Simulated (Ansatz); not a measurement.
# EuMg2Sb2: which texture of moments is lowest, part 2 of 2

Wanted: the lowest arrangement of moments that fits this cell of EuMg2Sb2.

Ansatz 0.2.0; PBEsol with U = 6 eV on Eu f (ortho-atomic projectors), PAW set soft_1 (files made for PBE).

So far. Step 2 (The collinear state): The run ends ferromagnetic, with a net moment of 21 μB a cell. Only this order was typed.

## (3) Start: ferro

Level of this step: Ansatz DFT on spinors from a typed pattern of moment directions; PBEsol+U, PAW set soft_1; PAW set soft_1 (Ansatz).

The parallel pattern comes first.

File input.yaml:

```yaml
crystal:
  lattice:
    - [-7.0425, -4.0659892708, 0.0]
    - [-7.0425, 4.0659892708, 0.0]
    - [-4.695, 0.0, -7.724]
  atoms:
    - { symbol: Eu, position: [0.6666666667, 0.6666666667, 0.0], spin: 6.95, spin_axis: [0.0, 0.0, 1.0] }
    - { symbol: Eu, position: [0.3333333333, 0.3333333333, 0.0], spin: 6.95, spin_axis: [0.0, 0.0, 1.0] }
    - { symbol: Eu, position: [0.0, 0.0, 0.0], spin: 6.95, spin_axis: [0.0, 0.0, 1.0] }
    - { symbol: Mg, position: [0.5436, 0.2102666667, 0.3692] }
    - { symbol: Mg, position: [0.2102666667, 0.8769333334, 0.3692] }
    - { symbol: Mg, position: [0.8769333333, 0.5436, 0.3692] }
    - { symbol: Mg, position: [0.4564, 0.7897333333, 0.6308] }
    - { symbol: Mg, position: [0.1230666667, 0.4564, 0.6308] }
    - { symbol: Mg, position: [0.7897333333, 0.1230666666, 0.6308] }
    - { symbol: Sb, position: [0.5823666667, 0.9157, 0.2529] }
    - { symbol: Sb, position: [0.2490333333, 0.5823666666, 0.2529] }
    - { symbol: Sb, position: [0.9157, 0.2490333333, 0.2529] }
    - { symbol: Sb, position: [0.4176333333, 0.0843, 0.7471] }
    - { symbol: Sb, position: [0.0843, 0.7509666667, 0.7471] }
    - { symbol: Sb, position: [0.7509666667, 0.4176333334, 0.7471] }
kpoints:
  mp_grid: { grid: [4, 4, 4] }
hamiltonian:
  xc: pbesol
  hubbard:
    projectors: ortho-atomic
    sites: [{ species: Eu, l: f, u_eff: 6.0 }]
  pseudopotentials: { kind: paw, azcp: { folder: soft_1 }, xc_functional: pbe }
scf:
  occupations: { method: fermi_dirac, width: 0.05 }
  max_iter: 120
  convergence: { dr2_threshold: 1.0e-08 }
  lower_state_search: "off"
basis:
  ecutwfc: 420.0
magnetization:
  noncollinear: true
```

On the command line:

```console
> ansatz run input.yaml --threads 2 --pin off --max-ram 4096MiB --backend cpu --events-out ev --progress --plain --runs-dir out
```

Numbers of over 12 decimals in the logs are rounded to 6 here.

What it wrote:

```text
[...]
Crystal: 15 atoms, lattice volume = 442.349 Å³
Basis set: ecut = 420 eV, 8653 PW (Γ)
Bands: 242, of which v1, the nominal top of the filled ones, is band 201 counted from 1 (200 counted from 0)
Symmetry: 18 space group operations
[...]
k-points: 14 of 64
[...]
Starting moments: Σ|m| = 20.85 μB on 3 of 15 sites
[...]
SCF iter   1: F=—  HF=-75922.562330 eV  |F-HF|=—  |Δ(HF+E_count)|=         —  Δρ=2.66e-1  dr2=1.51e1  dr2_m=7.18e1  ethr=3.10e-3  |M|=2.10e1 ∫|m|=2.28e1 μB  |m|>n=0.0e0 m-floor=0.0e0 τ_xc=2.7e-32  β_m=1.00  ⟨swp⟩=6.7  Hψ=15049  notcnv=0  defer=125
[...]
spin=Noncollinear: Resta preconditioning applied to the charge; magnetization (m_x, m_y, m_z) channels mix plain (no charge-response kernel on spin).
SCF iter   2: F=—  HF=-75904.808250 eV  |F-HF|=—  |Δ(HF+E_count)|=    1.78e1  Δρ=3.42e-2  dr2=5.09e0  dr2_m=1.18e0  ethr=3.10e-3  |M|=2.10e1 ∫|m|=2.20e1 μB  |m|>n=1.1e-3 m-floor=0.0e0 τ_xc=1.6e-31  β_m=1.00  ⟨swp⟩=3.1  Hψ=8937  notcnv=0  defer=432
[...]
SCF iter   5: F=—  HF=-75922.620380 eV  |F-HF|=—  |Δ(HF+E_count)|=    5.68e0  Δρ=3.94e-3  dr2=2.56e-2  dr2_m=1.58e-2  ethr=5.54e-5  |M|=2.10e1 ∫|m|=2.17e1 μB  |m|>n=1.3e-5 m-floor=0.0e0 τ_xc=1.0e-31  β_m=0.30  ⟨swp⟩=3.0  Hψ=7281  notcnv=0  defer=414
[...]
spin-set hold released at iteration 5 (site moments contracting): the magnetisation degrees of freedom join the quasi-Newton model from the next iteration; the mixer history was flushed
SCF iter   6: F=—  HF=-75924.427254 eV  |F-HF|=—  |Δ(HF+E_count)|=    1.81e0  Δρ=4.51e-3  dr2=1.25e-2  dr2_m=2.06e-2  ethr=1.27e-5  |M|=2.10e1 ∫|m|=2.16e1 μB  |m|>n=0.0e0 m-floor=0.0e0 τ_xc=8.2e-32  β_m=0.62  ⟨swp⟩=2.2  Hψ=5268  notcnv=0  defer=414
[...]
SCF iter  15: F=-75926.337371 eV  HF=-75926.337371 eV  |F-HF|=2.91e-11  |Δ(HF+E_count)|=  1.75e-10  Δρ=1.48e-7  dr2=1.13e-10  dr2_m=1.20e-11  ethr=1.00e-12  |M|=2.10e1 ∫|m|=2.16e1 μB  |m|>n=0.0e0 m-floor=0.0e0 τ_xc=1.1e-32  ⟨swp⟩=1.3  Hψ=9197  notcnv=0
SCF 1 converged in 15 iterations: F = -75926.337371 eV  dr2 = 1.13e-10
[...]
SCF converged after 15 iterations
Stability not checked: this state was not tested for a lower state beside it, because this non-collinear magnet's GGA is evaluated by the locally collinear projection, under which the energy is not smooth in the magnetisation (locally_collinear_gga; see scf.lower_state_search)
an eigenvalue changed by more than its tolerance at an iteration that met the thresholds in force, so the SCF went on 2 times: the last check was not made
the last check of whether an eigenvalue changes by more than its tolerance under the output density was not made (no_room)
Magnetization: |M| = 21.0000 μB,  M = (+0.0000, +0.0000, +21.0000) μB
Absolute magnetization: 21.6176 μB (∫|m|, with the PAW one-centre terms)
Moment direction: held on its axis by an average over the rotations of spin about it
  site 0: m = (+0.0000, +0.0000, +6.9471) μB, |m| = 6.9471 μB  (R = 1.38 Å)
  site 1: m = (+0.0000, +0.0000, +6.9471) μB, |m| = 6.9471 μB  (R = 1.38 Å)
  site 2: m = (+0.0000, +0.0000, +6.9471) μB, |m| = 6.9471 μB  (R = 1.38 Å)
  site 3: m = (+0.0000, +0.0000, -0.0078) μB, |m| = 0.0078 μB  (R = 1.18 Å)
  site 4: m = (+0.0000, +0.0000, -0.0078) μB, |m| = 0.0078 μB  (R = 1.18 Å)
  site 5: m = (+0.0000, +0.0000, -0.0078) μB, |m| = 0.0078 μB  (R = 1.18 Å)
  site 6: m = (+0.0000, +0.0000, -0.0078) μB, |m| = 0.0078 μB  (R = 1.18 Å)
  site 7: m = (+0.0000, +0.0000, -0.0078) μB, |m| = 0.0078 μB  (R = 1.18 Å)
  site 8: m = (+0.0000, +0.0000, -0.0078) μB, |m| = 0.0078 μB  (R = 1.18 Å)
  site 9: m = (+0.0000, +0.0000, -0.0230) μB, |m| = 0.0230 μB  (R = 1.18 Å)
  site 10: m = (+0.0000, +0.0000, -0.0230) μB, |m| = 0.0230 μB  (R = 1.18 Å)
  site 11: m = (+0.0000, +0.0000, -0.0230) μB, |m| = 0.0230 μB  (R = 1.18 Å)
  site 12: m = (+0.0000, +0.0000, -0.0230) μB, |m| = 0.0230 μB  (R = 1.18 Å)
  site 13: m = (+0.0000, +0.0000, -0.0230) μB, |m| = 0.0230 μB  (R = 1.18 Å)
  site 14: m = (+0.0000, +0.0000, -0.0230) μB, |m| = 0.0230 μB  (R = 1.18 Å)
Free energy (F): -75926.337371 eV
[...]
Internal energy: -75926.337076 eV  (E = F + TS)
E sigma→0 (E₀):  -75926.337224 eV
Entropy (-TS):   -0.000295 eV (-0.020 meV/atom)
Fermi energy:    8.096915 eV
[...]
--- Hubbard shell moments (per corrected site; Tr N, ν in electrons; μ in μ_B) ---
  shell 0: Tr N=6.9750  μ_S=(+0.0000, -0.0000, +6.9598)  μ_L=(-0.0000, +0.0000, -0.0000)  μ=(-0.0000, +0.0000, +6.9598)  ν=0.0000 along (+0.000, +0.000, +1.000)
[...]
Occupation matrices written to <dir>
```

Run time: 5.4 min. Hardware: 2 threads of Arm Neoverse V2, shared host; peak memory 3.7 GiB; 11 min of CPU time.

It ends ferromagnetic; the largest site carries 6.95 μB.

Spin moment in the atom's sphere by atom:

| atom | x (μB) | y (μB) | z (μB) | size |
| --- | --- | --- | --- | --- |
| Eu1 | 0.00 | 0.00 | 6.95 | 6.95 |
| Eu2 | 0.00 | 0.00 | 6.95 | 6.95 |
| Eu3 | 0.00 | 0.00 | 6.95 | 6.95 |
| Mg4 | 0.00 | 0.00 | -0.01 | 0.01 |
| Mg5 | 0.00 | 0.00 | -0.01 | 0.01 |
| Mg6 | 0.00 | 0.00 | -0.01 | 0.01 |
| Mg7 | 0.00 | 0.00 | -0.01 | 0.01 |
| Mg8 | 0.00 | 0.00 | -0.01 | 0.01 |
| Mg9 | 0.00 | 0.00 | -0.01 | 0.01 |
| Sb10 | 0.00 | 0.00 | -0.02 | 0.02 |
| Sb11 | 0.00 | 0.00 | -0.02 | 0.02 |
| Sb12 | 0.00 | 0.00 | -0.02 | 0.02 |
| Sb13 | 0.00 | 0.00 | -0.02 | 0.02 |
| Sb14 | 0.00 | 0.00 | -0.02 | 0.02 |
| Sb15 | 0.00 | 0.00 | -0.02 | 0.02 |

## (4) Start: 120 degrees in the xy plane

A symmetric pattern; a run keeps it where it is stationary.

Changes to input.yaml since step 3:

```diff
@@ -6,5 +6,5 @@
   atoms:
-    - { symbol: Eu, position: [0.6666666667, 0.6666666667, 0.0], spin: 6.95, spin_axis: [0.0, 0.0, 1.0] }
-    - { symbol: Eu, position: [0.3333333333, 0.3333333333, 0.0], spin: 6.95, spin_axis: [0.0, 0.0, 1.0] }
-    - { symbol: Eu, position: [0.0, 0.0, 0.0], spin: 6.95, spin_axis: [0.0, 0.0, 1.0] }
+    - { symbol: Eu, position: [0.6666666667, 0.6666666667, 0.0], spin: 6.95, spin_axis: [1.0, 0.0, 0.0] }
+    - { symbol: Eu, position: [0.3333333333, 0.3333333333, 0.0], spin: 6.95, spin_axis: [-0.5, 0.866025, 0.0] }
+    - { symbol: Eu, position: [0.0, 0.0, 0.0], spin: 6.95, spin_axis: [-0.5, -0.866025, 0.0] }
     - { symbol: Mg, position: [0.5436, 0.2102666667, 0.3692] }
@@ -38 +38,6 @@
   noncollinear: true
+output:
+  write_density: true
+  write_potential: true
+  elf: true
+  volumetric_format: npy
```

On the command line:

```console
> ansatz run input.yaml --threads 4 --pin off --max-ram 8192MiB --backend cpu --events-out ev --progress --plain --runs-dir out
```

What it wrote:

```text
Engine: ansatz 0.2.0, aarch64-unknown-linux-gnu
Pseudopotentials: kind: paw
Pseudopotential: Eu, paw, valence charge 17, recommended cutoff 420 eV (normal), soft_1/Eu.paw.azcp
Pseudopotential: Mg, paw, valence charge 10, recommended cutoff 420 eV (normal), soft_1/Mg.paw.azcp
Pseudopotential: Sb, paw, valence charge 15, recommended cutoff 420 eV (normal), soft_1/Sb.paw.azcp
Functional definition: PBEsol
  exchange = pbesol_x
  correlation = pbesol_c
Crystal: 15 atoms, lattice volume = 442.349 Å³
Basis set: ecut = 420 eV, 8653 PW (Γ)
[...]
SCF iter  13: F=—  HF=-75926.335484 eV  |F-HF|=—  |Δ(HF+E_count)|=   2.13e-6  Δρ=4.38e-6  dr2=1.88e-7  dr2_m=1.94e-8  ethr=3.54e-9  |M|=1.80e-2 ∫|m|=2.15e1 μB  |m|>n=0.0e0 m-floor=0.0e0 τ_xc=2.2e-3 mc-row=0.0e0  β_m=0.84  ⟨swp⟩=2.0  Hψ=23450  notcnv=0  defer=1827
SCF iter  14: F=—  HF=-75926.335484 eV  |F-HF|=—  |Δ(HF+E_count)|=   1.93e-7  Δρ=1.70e-6  dr2=2.05e-8  dr2_m=3.05e-9  ethr=9.36e-11  |M|=1.81e-2 ∫|m|=2.15e1 μB  |m|>n=0.0e0 m-floor=0.0e0 τ_xc=2.2e-3 mc-row=0.0e0  β_m=0.92  ⟨swp⟩=2.0  Hψ=23468  notcnv=0  defer=1827
```

The job ended after 15 min (4 threads; peak memory 7.5 GiB).

The run was cut off at the time left to it in the session, and no result is taken from it.

## (5) Start: random 2

Random directions favour no pattern, so the moments can find one that was not thought of.

input.yaml, the sections that differ from step 4:

```yaml
crystal:
  lattice:
    - [-7.0425, -4.0659892708, 0.0]
    - [-7.0425, 4.0659892708, 0.0]
    - [-4.695, 0.0, -7.724]
  atoms:
    - { symbol: Eu, position: [0.6666666667, 0.6666666667, 0.0], spin: 6.95, spin_axis: [0.448386, 0.84733, -0.284572] }
    - { symbol: Eu, position: [0.3333333333, 0.3333333333, 0.0], spin: 6.95, spin_axis: [0.550186, -0.512886, -0.658972] }
    - { symbol: Eu, position: [0.0, 0.0, 0.0], spin: 6.95, spin_axis: [0.098686, -0.39658, 0.912681] }
    - { symbol: Mg, position: [0.5436, 0.2102666667, 0.3692] }
    - { symbol: Mg, position: [0.2102666667, 0.8769333334, 0.3692] }
    - { symbol: Mg, position: [0.8769333333, 0.5436, 0.3692] }
    - { symbol: Mg, position: [0.4564, 0.7897333333, 0.6308] }
    - { symbol: Mg, position: [0.1230666667, 0.4564, 0.6308] }
    - { symbol: Mg, position: [0.7897333333, 0.1230666666, 0.6308] }
    - { symbol: Sb, position: [0.5823666667, 0.9157, 0.2529] }
    - { symbol: Sb, position: [0.2490333333, 0.5823666666, 0.2529] }
    - { symbol: Sb, position: [0.9157, 0.2490333333, 0.2529] }
    - { symbol: Sb, position: [0.4176333333, 0.0843, 0.7471] }
    - { symbol: Sb, position: [0.0843, 0.7509666667, 0.7471] }
    - { symbol: Sb, position: [0.7509666667, 0.4176333334, 0.7471] }
# kpoints, hamiltonian, scf, basis, magnetization: as in step 4
# output: removed
```

What it wrote:

```text
Engine: ansatz 0.2.0, aarch64-unknown-linux-gnu
Pseudopotentials: kind: paw
Pseudopotential: Eu, paw, valence charge 17, recommended cutoff 420 eV (normal), soft_1/Eu.paw.azcp
Pseudopotential: Mg, paw, valence charge 10, recommended cutoff 420 eV (normal), soft_1/Mg.paw.azcp
Pseudopotential: Sb, paw, valence charge 15, recommended cutoff 420 eV (normal), soft_1/Sb.paw.azcp
Functional definition: PBEsol
  exchange = pbesol_x
  correlation = pbesol_c
Crystal: 15 atoms, lattice volume = 442.349 Å³
Basis set: ecut = 420 eV, 8653 PW (Γ)
[...]
SCF iter  35: F=—  HF=-75926.335731 eV  |F-HF|=—  |Δ(HF+E_count)|=   5.05e-6  Δρ=1.09e-5  dr2=8.26e-10  dr2_m=2.35e-7  ethr=1.00e-12  |M|=7.59e0 ∫|m|=2.15e1 μB  |m|>n=0.0e0 m-floor=0.0e0 τ_xc=3.2e-3 mc-row=0.0e0  β_m=0.43  ⟨swp⟩=9.6  Hψ=79999  notcnv=0  recentre
SCF iter  36: F=—  HF=-75926.335731 eV  |F-HF|=—  |Δ(HF+E_count)|=   2.41e-7  Δρ=1.30e-5  dr2=2.72e-9  dr2_m=3.32e-7  ethr=1.00e-12  |M|=7.59e0 ∫|m|=2.15e1 μB  |m|>n=0.0e0 m-floor=0.0e0 τ_xc=3.2e-3 mc-row=0.0e0  β_m=0.41  ⟨swp⟩=6.0  Hψ=54630  notcnv=0
```

The job ended after 40 min (4 threads; peak memory 7.5 GiB).

The run was cut off at the time left to it in the session, and no result is taken from it.

## (6) Start: random 1

Changes to input.yaml since step 5:

```diff
@@ -6,5 +6,5 @@
   atoms:
-    - { symbol: Eu, position: [0.6666666667, 0.6666666667, 0.0], spin: 6.95, spin_axis: [0.448386, 0.84733, -0.284572] }
-    - { symbol: Eu, position: [0.3333333333, 0.3333333333, 0.0], spin: 6.95, spin_axis: [0.550186, -0.512886, -0.658972] }
-    - { symbol: Eu, position: [0.0, 0.0, 0.0], spin: 6.95, spin_axis: [0.098686, -0.39658, 0.912681] }
+    - { symbol: Eu, position: [0.6666666667, 0.6666666667, 0.0], spin: 6.95, spin_axis: [0.818266, -0.250867, 0.51721] }
+    - { symbol: Eu, position: [0.3333333333, 0.3333333333, 0.0], spin: 6.95, spin_axis: [0.595382, -0.803095, 0.023635] }
+    - { symbol: Eu, position: [0.0, 0.0, 0.0], spin: 6.95, spin_axis: [0.434084, -0.812944, -0.388193] }
     - { symbol: Mg, position: [0.5436, 0.2102666667, 0.3692] }
```

What it wrote:

```text
Engine: ansatz 0.2.0, aarch64-unknown-linux-gnu
Pseudopotentials: kind: paw
Pseudopotential: Eu, paw, valence charge 17, recommended cutoff 420 eV (normal), soft_1/Eu.paw.azcp
Pseudopotential: Mg, paw, valence charge 10, recommended cutoff 420 eV (normal), soft_1/Mg.paw.azcp
Pseudopotential: Sb, paw, valence charge 15, recommended cutoff 420 eV (normal), soft_1/Sb.paw.azcp
Functional definition: PBEsol
  exchange = pbesol_x
  correlation = pbesol_c
Crystal: 15 atoms, lattice volume = 442.349 Å³
Basis set: ecut = 420 eV, 8653 PW (Γ)
[...]
SCF iter  34: F=—  HF=-75926.336946 eV  |F-HF|=—  |Δ(HF+E_count)|=   5.30e-6  Δρ=8.82e-6  dr2=4.91e-9  dr2_m=1.54e-7  ethr=1.00e-12  |M|=1.85e1 ∫|m|=2.16e1 μB  |m|>n=0.0e0 m-floor=0.0e0 τ_xc=2.9e-3 mc-row=0.0e0  β_m=0.11  ⟨swp⟩=8.0  Hψ=76123  notcnv=0
SCF iter  35: F=—  HF=-75926.336952 eV  |F-HF|=—  |Δ(HF+E_count)|=   6.73e-6  Δρ=8.99e-6  dr2=2.77e-9  dr2_m=1.68e-7  ethr=1.00e-12  |M|=1.85e1 ∫|m|=2.16e1 μB  |m|>n=0.0e0 m-floor=0.0e0 τ_xc=3.2e-3 mc-row=0.0e0  β_m=0.99  ⟨swp⟩=8.3  Hψ=78458  notcnv=0
```

Elapsed: 40 min, on 4 threads; peak memory 7.4 GiB.

The run was cut off at the time left to it in the session, and no result is taken from it.

## (7) Start: collinear ++-

Changes to input.yaml since step 6:

```diff
@@ -6,5 +6,5 @@
   atoms:
-    - { symbol: Eu, position: [0.6666666667, 0.6666666667, 0.0], spin: 6.95, spin_axis: [0.818266, -0.250867, 0.51721] }
-    - { symbol: Eu, position: [0.3333333333, 0.3333333333, 0.0], spin: 6.95, spin_axis: [0.595382, -0.803095, 0.023635] }
-    - { symbol: Eu, position: [0.0, 0.0, 0.0], spin: 6.95, spin_axis: [0.434084, -0.812944, -0.388193] }
+    - { symbol: Eu, position: [0.6666666667, 0.6666666667, 0.0], spin: 6.95, spin_axis: [0.0, 0.0, 1.0] }
+    - { symbol: Eu, position: [0.3333333333, 0.3333333333, 0.0], spin: 6.95, spin_axis: [0.0, 0.0, 1.0] }
+    - { symbol: Eu, position: [0.0, 0.0, 0.0], spin: 6.95, spin_axis: [0.0, 0.0, -1.0] }
     - { symbol: Mg, position: [0.5436, 0.2102666667, 0.3692] }
```

What it wrote:

```text
[...]
Crystal: 15 atoms, lattice volume = 442.349 Å³
Basis set: ecut = 420 eV, 8653 PW (Γ)
Bands: 242, of which v1, the nominal top of the filled ones, is band 201 counted from 1 (200 counted from 0)
Symmetry: 6 space group operations
[...]
k-points: 14 of 64
[...]
Starting moments: Σ|m| = 20.85 μB on 3 of 15 sites
[...]
shell 1: Tr N=6.9755  μ_S=(+0.0000, -0.0000, +6.9604)  μ_L=(-0.0000, -0.0000, +0.0000)  μ=(-0.0000, -0.0000, +6.9604)  ν=0.0000 along (+0.000, +0.000, +1.000)
  shell 2: Tr N=6.9760  μ_S=(+0.0000, -0.0000, -6.9610)  μ_L=(+0.0000, -0.0000, +0.0000)  μ=(+0.0000, -0.0000, -6.9610)  ν=0.0000 along (-0.000, -0.000, -1.000)
Occupation matrices written to <dir>
[key lines of the parts left out:]
SCF converged after 14 iterations
Magnetization: |M| = 7.0000 μB,  M = (+0.0000, +0.0000, +7.0000) μB
Free energy (F): -75926.335692 eV
Fermi energy:    8.105521 eV
```

Elapsed: 2.9 min, on 4 threads; peak memory 5.6 GiB; 11 min of CPU time.

It ends ferrimagnetic; the largest site carries 6.95 μB.

## (8) Start: umbrella

Changes to input.yaml since step 7:

```diff
@@ -6,5 +6,5 @@
   atoms:
-    - { symbol: Eu, position: [0.6666666667, 0.6666666667, 0.0], spin: 6.95, spin_axis: [0.0, 0.0, 1.0] }
-    - { symbol: Eu, position: [0.3333333333, 0.3333333333, 0.0], spin: 6.95, spin_axis: [0.0, 0.0, 1.0] }
-    - { symbol: Eu, position: [0.0, 0.0, 0.0], spin: 6.95, spin_axis: [0.0, 0.0, -1.0] }
+    - { symbol: Eu, position: [0.6666666667, 0.6666666667, 0.0], spin: 6.95, spin_axis: [0.894427, 0.0, 0.447214] }
+    - { symbol: Eu, position: [0.3333333333, 0.3333333333, 0.0], spin: 6.95, spin_axis: [-0.447214, 0.774597, 0.447214] }
+    - { symbol: Eu, position: [0.0, 0.0, 0.0], spin: 6.95, spin_axis: [-0.447214, -0.774597, 0.447214] }
     - { symbol: Mg, position: [0.5436, 0.2102666667, 0.3692] }
```

What it wrote:

```text
Engine: ansatz 0.2.0, aarch64-unknown-linux-gnu
Pseudopotentials: kind: paw
Pseudopotential: Eu, paw, valence charge 17, recommended cutoff 420 eV (normal), soft_1/Eu.paw.azcp
Pseudopotential: Mg, paw, valence charge 10, recommended cutoff 420 eV (normal), soft_1/Mg.paw.azcp
Pseudopotential: Sb, paw, valence charge 15, recommended cutoff 420 eV (normal), soft_1/Sb.paw.azcp
Functional definition: PBEsol
  exchange = pbesol_x
  correlation = pbesol_c
Crystal: 15 atoms, lattice volume = 442.349 Å³
Basis set: ecut = 420 eV, 8653 PW (Γ)
[...]
SCF iter   8: F=—  HF=-75926.342089 eV  |F-HF|=—  |Δ(HF+E_count)|=   2.51e-1  Δρ=1.66e-3  dr2=1.10e-2  dr2_m=4.25e-3  ethr=1.09e-6  |M|=9.36e0 ∫|m|=2.16e1 μB  |m|>n=0.0e0 m-floor=0.0e0 τ_xc=4.9e-3 mc-row=0.0e0  β_m=0.51  ⟨swp⟩=3.1  Hψ=34053  notcnv=0  defer=1877
SCF iter   9: F=—  HF=-75926.335301 eV  |F-HF|=—  |Δ(HF+E_count)|=   6.79e-3  Δρ=2.31e-4  dr2=2.16e-4  dr2_m=1.22e-4  ethr=1.09e-6  |M|=9.36e0 ∫|m|=2.16e1 μB  |m|>n=0.0e0 m-floor=0.0e0 τ_xc=5.1e-3 mc-row=0.0e0  β_m=0.73  ⟨swp⟩=3.1  Hψ=25537  notcnv=0  defer=1877
```

The job ended after 7.2 min (4 threads; peak memory 7.4 GiB).

The run was cut off at the time left to it in the session, and no result is taken from it.

## (9) Side runs that gave no result

| changed | outcome |
| --- | --- |
| none (memory cap of the command) | refused or stopped by the program |

[Logs and program files are shortened in this print: banners, set-up blocks, solver, clock and traceback lines can be left out without a mark of their own.]

[Logs are printed without paths, hosts, clocks, repeated set-up lines and the standing remarks that a program may print on its own settings, such as how far it seeks lower states.]

[Hosts, paths, dates, database ids (printed as entryN), source tags and the programs' standing remarks are cut or masked in the printed files.]
